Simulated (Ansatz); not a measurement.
Polymorphs of GaN told apart by optics

Method, alike for all: Ansatz, r2SCAN, independent particles, without spin-orbit coupling, line width 0.1 eV (Gaussian).

Structure 1:

Symmetry: P6_3mc, No. 186, hexagonal system. The conventional cell has a = 3.180 Å, b = 3.180 Å, c = 5.166 Å, α = 90.00°, β = 90.00°, γ = 120.00°. Ga on site b has 4 N at 1.94 to 1.95 Å as nearest neighbours. Around N on site b lie 4 Ga at 1.94 to 1.95 Å.

Structure 2:

The structure is cubic, space group F-43m (No. 216). The conventional cell has a = 4.507 Å, b = 4.507 Å, c = 4.507 Å, α = 90.00°, β = 90.00°, γ = 90.00°. Around Ga on site a lie 4 N at 1.95 Å. Around N on site d lie 4 Ga at 1.95 Å.

Spectrum A:

```json
{"E (eV)": "0.00", "Im ε": "0.00"}
{"E (eV)": "0.25", "Im ε": "0.00"}
{"E (eV)": "0.50", "Im ε": "0.00"}
{"E (eV)": "0.75", "Im ε": "0.00"}
{"E (eV)": "1.00", "Im ε": "0.00"}
{"E (eV)": "1.25", "Im ε": "0.00"}
{"E (eV)": "1.50", "Im ε": "0.00"}
{"E (eV)": "1.75", "Im ε": "0.00"}
{"E (eV)": "2.00", "Im ε": "0.00"}
{"E (eV)": "2.25", "Im ε": "0.01"}
{"E (eV)": "2.50", "Im ε": "0.47"}
{"E (eV)": "2.75", "Im ε": "0.81"}
{"E (eV)": "3.00", "Im ε": "0.97"}
{"E (eV)": "3.25", "Im ε": "1.07"}
{"E (eV)": "3.50", "Im ε": "1.14"}
{"E (eV)": "3.75", "Im ε": "1.20"}
{"E (eV)": "4.00", "Im ε": "1.25"}
{"E (eV)": "4.25", "Im ε": "1.30"}
{"E (eV)": "4.50", "Im ε": "1.36"}
{"E (eV)": "4.75", "Im ε": "1.43"}
{"E (eV)": "5.00", "Im ε": "1.53"}
{"E (eV)": "5.25", "Im ε": "1.67"}
{"E (eV)": "5.50", "Im ε": "1.90"}
{"E (eV)": "5.75", "Im ε": "2.33"}
{"E (eV)": "6.00", "Im ε": "3.91"}
{"E (eV)": "6.25", "Im ε": "6.08"}
{"E (eV)": "6.50", "Im ε": "5.57"}
{"E (eV)": "6.75", "Im ε": "5.11"}
{"E (eV)": "7.00", "Im ε": "6.68"}
{"E (eV)": "7.25", "Im ε": "7.46"}
{"E (eV)": "7.50", "Im ε": "6.41"}
{"E (eV)": "7.75", "Im ε": "5.60"}
{"E (eV)": "8.00", "Im ε": "5.82"}
```

Spectrum B:

| E (eV) | Im ε |
| --- | --- |
| 0.00 | 0.00 |
| 0.25 | 0.00 |
| 0.50 | 0.00 |
| 0.75 | 0.00 |
| 1.00 | 0.00 |
| 1.25 | 0.00 |
| 1.50 | 0.00 |
| 1.75 | 0.00 |
| 2.00 | 0.01 |
| 2.25 | 0.53 |
| 2.50 | 0.88 |
| 2.75 | 1.06 |
| 3.00 | 1.18 |
| 3.25 | 1.28 |
| 3.50 | 1.36 |
| 3.75 | 1.44 |
| 4.00 | 1.51 |
| 4.25 | 1.60 |
| 4.50 | 1.69 |
| 4.75 | 1.79 |
| 5.00 | 1.93 |
| 5.25 | 2.10 |
| 5.50 | 2.33 |
| 5.75 | 2.68 |
| 6.00 | 3.34 |
| 6.25 | 4.68 |
| 6.50 | 4.70 |
| 6.75 | 6.25 |
| 7.00 | 7.71 |
| 7.25 | 7.62 |
| 7.50 | 7.67 |
| 7.75 | 7.79 |
| 8.00 | 7.67 |

Task: Match each spectrum to its structure.

Result: A is structure 1 (P6_3mc, 11.3 Å³ an atom): least direct gap 2.38 eV, ε∞ = 5.31 along the first axis, strongest peak along the first axis at 8.44 eV. B is structure 2 (F-43m, 11.4 Å³ an atom): least direct gap 2.13 eV, ε∞ = 5.47 along the first axis, strongest peak along the first axis at 9.70 eV.

[Logs are printed without paths, hosts, clocks, repeated set-up lines and the standing remarks that a program may print on its own settings, such as how far it seeks lower states.]
